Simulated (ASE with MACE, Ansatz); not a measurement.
# Σ19 (331)[1-10] symmetric tilt boundary in Al (44 atoms): boundary energy

What is the boundary energy of this cell, counted against the bulk crystal, and how far does it hang on functional and mesh?

Calculated with Ansatz 0.2.0: Kohn-Sham DFT, PBE, PAW (set soft_2), plane waves; cutoff 420 eV, fermi-dirac smearing of 0.1 eV. Cutoffs: 420 eV for PBE and PBEsol; 500 eV for r2SCAN.

**The cells**

The cell holds 44 atoms: 44 Al. Its edges and angles: a = 5.713 Å, b = 6.388 Å, c = 21.355 Å, α = 90.0°, β = 90.0°, γ = 77.1°. It derives from Al. The starting structure: Two grains of Al, one the mirror image of the other in the boundary plane, two boundaries a cell; of 6 trial joints (lateral shifts, openings, close atoms taken out) the lowest after a short relaxation with the MACE-MP-0b2 potential was kept (shift [0.333, 0.667] of the surface cell, opening 1.43 Å, one of each pair under 2.00 Å removed), then its atoms and the cell's length along the normal were relaxed with that potential. Lattice constants are starting values near those of PBE.

The bulk reference is Al4 in a cell of 4 atoms, 16.485 Å³ an atom.

The input of the single point on the relaxed cell:

```yaml
crystal:
  lattice:
    - [5.71342, 0.0, 0.0]
    - [1.42836, 6.22606, 0.0]
    - [0.0, 0.0, 21.35485]
  atoms:
    - { symbol: Al, position: [0.32642, 0.67212, 0.99717] }
    - { symbol: Al, position: [0.1912, 0.31001, 0.04503] }
    - { symbol: Al, position: [0.02369, 0.94003, 0.08193] }
    - { symbol: Al, position: [0.3695, 0.57278, 0.1306] }
    [... 38 atom lines left out ...]
    - { symbol: Al, position: [0.08073, 0.9356, 0.54503] }
    - { symbol: Al, position: [0.94551, 0.5735, 0.49716] }
kpoints:
  mp_grid: { grid: [6, 6, 2] }
hamiltonian:
  xc: pbe
scf:
  occupations: { method: fermi_dirac, width: 0.1 }
output:
  forces: true
  stress: true
  populations: true
  dos:
    method: { smearing: { sigma: 0.08 } }
    de: 0.1
    projected:
      site_lists:
        Al: [Al]
        lower_grain: [... 22 sites ...]
        upper_grain: [... 22 sites ...]
  eigenvalues: true
  write_density: true
  write_potential: true
  volumetric_format: npy
```

| cell | formula | k-mesh | relaxation steps | gain on relaxing (eV) | free energy, PBE (eV) | time of its runs on this page |
| --- | --- | --- | --- | --- | --- | --- |
| Sigma19 (331)[1-10] symmetric tilt boundary in Al | Al44 | 6×6×2 (relaxed on 4×4×1) | 5 | 0.13 | -23648.350 | 5.2 min |
| bulk Al | Al4 | 14×14×14 | - | - | -2150.040 | 3.9 s |

Times come from shared hosts and are rough.

**Boundary energy**

The excess is the cell's free energy less 11 times that of the bulk cell. It is divided by twice the area, as the cell holds two boundaries, so the value is their mean, and they need not be alike (35.57 Å²), with 1 eV/Å² = 16.022 J/m².

```
           level  k-mesh  excess (eV)  boundary energy (J/m²)  per area (meV/Å²)
             PBE   6×6×2        2.085                   0.469               29.3
PBE, denser mesh   8×7×2        2.108                   0.475               29.6
          r2SCAN   6×6×2        2.788                   0.628               39.2
          PBEsol   6×6×2        2.393                   0.539               33.6
```

Worked for the first row at PBE: (-23648.350) − 11 × (-2150.040) = 2.085 eV (from unrounded energies).

Then 2.085 / (2 × 35.57) × 16.022 = 0.469 J/m².

**Neighbours**

Bonds by pair of elements; cutoffs follow the first minimum of g(r), held within bounds set by covalent radii, and pairs that aren't listed don't count as bonded:

```
pair A-B  cutoff (Å)  bonds  mean length (Å)  spread (Å)  shortest (Å)  B about A  A about B
   Al-Al        3.22    244             2.86       0.048          2.70       11.1       11.1
```

How many atoms have how many bonded neighbours:

```
element  mean  9  10  11  12
     Al  11.1  4   8  12  20
```

**Findings**

At PBE the boundary energy is 0.47 J/m². At the same geometries the levels give 0.47 (PBE) to 0.63 J/m² (r2SCAN) and the denser mesh leaves it within 0.01 J/m². Relaxing the atoms lowered it by 0.029 J/m² from the start (on the 4×4×1 mesh of the relaxation), and the farthest atom moved 0.28 Å. By these cutoffs 24 of 44 Al atoms differ from the commonest count of 12.

Limits: The cell edges were held, so the lattice is the typed one for every functional, and the length along the normal is the one that the machine-learned potential gave. Cell and bulk are sampled on unlike meshes, and the error grows with the number of atoms subtracted. These are free energies under a smearing of 0.1 eV, whose entropy term isn't removed. The joint was picked among a few trials by a machine-learned potential, and a lower one may exist.

[Logs are printed without paths, hosts, clocks, repeated set-up lines and the standing remarks that a program may print on its own settings, such as how far it seeks lower states.]

[Hosts, paths, dates, database ids (printed as entryN), source tags and the programs' standing remarks are cut or masked in the printed files.]
